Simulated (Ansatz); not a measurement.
## I on Rh(111): change of the work function: cost of one run

Ansatz 0.2.0; plane-wave DFT, PBEsol, Ansatz PAW. The cell holds 17 atoms.

Contents of input.yaml:

```yaml
crystal:
  lattice:
    - [5.374011537, -1.0e-10, 0.0]
    - [2.6870057685, 4.6540305112, 0.0]
    - [0.0, 0.0, 26.9845996662]
  atoms:
    - { symbol: Rh, position: [0.0, 0.0, 0.3335235694] }
    - { symbol: Rh, position: [0.1666666667, 0.1666666667, 0.4148266478] }
    - { symbol: Rh, position: [0.3333333333, 0.3333333333, 0.4941320112] }
[... 8 atom lines left out ...]
    - { symbol: Rh, position: [0.5, 0.0, 0.5734701313] }
    - { symbol: Rh, position: [0.5, 0.5, 0.3335235694] }
    - { symbol: Rh, position: [0.6666666667, 0.6666666667, 0.4148266478] }
    - { symbol: Rh, position: [0.8333333333, 0.8333333333, 0.4941320112] }
    - { symbol: Rh, position: [0.5, 0.5, 0.5734701313] }
    - { symbol: I, position: [0.3333333333, 0.3333333333, 0.6664764306] }
kpoints:
  mp_grid: { grid: [7, 7, 1] }
hamiltonian:
  xc: pbesol
scf:
  occupations: { method: fermi_dirac, width: 0.3 }
  convergence: { dr2_threshold: 1.0e-08 }
  algorithm: density_mixing
efield:
  axis: 3
  dipole_correction: true
  ramp_position: 0.97
  ramp_width: 0.06
relax:
  f_tol: 0.02
  max_steps: 60
  constraints: [{ sites: [0, 1, 4, 5, 8, 9, 12, 13] }]
output:
  bader: true
  dos: { projected: true, e_range: [-8, 4] }
  write_potential: true
  write_density: true
  volumetric_format: npy
accuracy: medium
```

Command:

```sh
ansatz run input.yaml --threads 4 --pin off --max-ram 6144MiB --backend cpu --events-out ev --progress --plain --runs-dir out
```

The cutoff in use is 420 eV. For reference, a run of the same kind (4 atoms, 21 k-points, 41 bands and 3,065 plane waves; 35 SCF cycles) took 12 s and 0.47 GiB on the same hardware.

What time and memory should one allow on 4 threads of Arm Neoverse V2, shared host?

A cutoff of 420 eV is a sphere of radius 10.5 Å⁻¹, so a cell of 675 Å³ holds about V·G³/6π² = 13,190 plane waves. At two electrons a band, the 289 electrons need 145 bands, and 48 more are carried. Symmetry cuts the 7×7×1 mesh from 49 to 8 points. The run has 8 k-points, 193 bands and 13,081 plane waves. Taking the work of a cycle as k-points × spins × bands × plane waves, that is 7.7 times the reference, or 91 s at the reference's 35 cycles. The run needed 39 SCF cycles over 4 ionic steps, which makes it about 1.7 min. One copy of the wavefunctions takes 0.3 GiB at 16 bytes a coefficient, against 0.039 GiB in the reference; grids, projectors and work arrays come on top. Measured: about 2.8 min, with a peak of 3.2 GiB. The run took longer than the estimate, which leaves out the steps that grow as the square of the band count.

[Logs are printed without paths, hosts, clocks, repeated set-up lines and the standing remarks that a program may print on its own settings, such as how far it seeks lower states.]

[Hosts, paths, dates, database ids (printed as entryN), source tags and the programs' standing remarks are cut or masked in the printed files.]

[Maps of the electrostatic potential energy from Ansatz leave out the sawtooth potential of an applied field or a dipole correction, so their vacuum need not be flat; planar profiles and work functions include it.]
